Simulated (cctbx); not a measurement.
# HfMo3: solution and refinement

Cell a = 4.3500 Å, b = 4.3500 Å, c = 4.3500 Å, α = 90.00°, β = 90.00°, γ = 90.00°; space group Pm-3m (no. 221); content Hf1 Mo3.

Simulated single-crystal data (cctbx): Cu Kα, λ = 1.54184 Å, to d = 0.83 Å, 95 % of the full sphere, strongest reflection 20000 counts, noise from counting, a 3 % proportional error and a noise floor of 15 counts (s.d.); no absorption.

Charge flipping in P1 on normalised amplitudes to 0.9 Å, δ = 1 σ, 20 % of the reflections treated as weak, 200 cycles:

```text
cycle      R  skewness
    0  0.598     0.25
   16  0.315     3.29
   32  0.313     3.12
   48  0.330     3.17
   64  0.331     3.16
   80  0.307     3.04
   96  0.324     3.16
  112  0.355     3.03
  128  0.336     3.39
  144  0.326     2.98
  160  0.326     3.02
  176  0.293     2.99
  192  0.317     2.95
origin shift          correlation  skewness
 0.459  0.681  0.615      1.000      5.55
 0.460  0.181  0.115      1.000      5.03
 0.459  0.181  0.615      1.000      5.33
 0.161  0.753  0.965      0.980      0.36
taken: symmetry correlation 1.000, skewness 5.55
peak      x       y       z  mult  height/sigma
Q1    0.5000  0.5000  0.5000    1     13.7
Q2    0.0000  0.0000  0.5000    3      8.7
Q3    0.0000  0.3043  0.5000   12      1.0
Q4    0.1822  0.5000  0.5000    6      0.6
Q5    0.1650  0.1650  0.3169   24      0.6
Q6    0.0000  0.0000  0.1728    6      0.2
Q7    0.2747  0.2747  0.5000   12      0.2
```

The origin is taken among those within 0.04 of the best correlation, by the skewness of the map.

Run time: 0.82 s on 1 thread of AMD EPYC 7R13 Processor (Zen 3) (shared host), peak memory 0.07 GiB.

Q: Assign the peaks.

Heights go roughly as Z and multiplicities must add up to the content. First model: Q1 = Hf1 (1 in the cell, height 13.7) and Q2 = Mo1 (3 in the cell, height 8.7). Against the true structure, Q1 is Hf and Q2 is Mo; the other peaks are not atoms.

Least squares on F², isotropic:

```text
Rint 0.031, 30 unique reflections to 0.84 A
cycle     R1     wR2    GooF  max shift (A)
   1  0.0803  0.1607  12.216   0.00000
   2  0.0083  0.0292   2.222   0.00000
final R1 0.0083 wR2 0.0292 GooF 2.222  parameters 2  data/parameter 15.0
atom        x        y        z      Ueq    occ   su(xyz)  su(Uiso or U11)
Hf1    0.50000  0.50000  0.50000   0.0091  1.000  0.00000  0.0004
Mo1    0.00000  0.00000  0.50000   0.0138  1.000  0.00000  0.0004
difference map: max 1.08 min -0.61 rms 0.14
Q1    0.0000  0.0000  0.3773    6    1.08  0.53 A from Mo1
Q2    0.0000  0.1964  0.1964   12    0.39  1.57 A from Mo1
Q3    0.0000  0.5000  0.5000    3    0.21  2.17 A from Hf1
Q4    0.3302  0.5000  0.5000    6    0.21  0.74 A from Hf1
Q5    0.2161  0.2161  0.2161    8    0.21  1.81 A from Mo1
```

Anisotropic refinement:

```text
Rint 0.031, 30 unique reflections to 0.84 A
cycle     R1     wR2    GooF  max shift (A)
   1  0.0083  0.0293   2.264   0.00000
   2  0.0035  0.0100   0.772   0.00000
final R1 0.0035 wR2 0.0100 GooF 0.772  parameters 3  data/parameter 10.0
atom        x        y        z      Ueq    occ   su(xyz)  su(Uiso or U11)
Hf1    0.50000  0.50000  0.50000   0.0091  1.000  0.00000  0.0001
Mo1    0.00000  0.00000  0.50000   0.0138  1.000  0.00000  0.0001
difference map: max 0.29 min -0.33 rms 0.05
Q1    0.0000  0.0000  0.0000    1    0.29  2.18 A from Mo1
Q2    0.0000  0.1879  0.1879   12    0.15  1.58 A from Mo1
Q3    0.3150  0.5000  0.5000    6    0.14  0.80 A from Hf1
Q4    0.2504  0.2504  0.2504    8    0.14  1.88 A from Hf1
Q5    0.1489  0.2863  0.5000   24    0.13  1.40 A from Mo1
Q6    0.0000  0.5000  0.5000    3    0.12  2.17 A from Hf1
```

**Reading.** The refinement ends at R1 = 0.0035, wR2 = 0.0100, GooF = 0.77, with difference density between -0.33 and 0.29 e/Å³. Every site matches the true model in element, within 0.001 Å r.m.s., up to an allowed shift of origin.

True model:

```csv
atom,mult.,x,y,z,Ueq (Å²)
Hf1,1,0,0,0,0.0091
Mo1,3,1/2,1/2,0,0.0137
```

The model is made up (kin elements in a known structure type, no relaxation), so it says nothing on whether the phase exists.

[Middle refinement cycles are left out of these outputs.]

[Logs are printed without paths, hosts, clocks, repeated set-up lines and the standing remarks that a program may print on its own settings, such as how far it seeks lower states.]
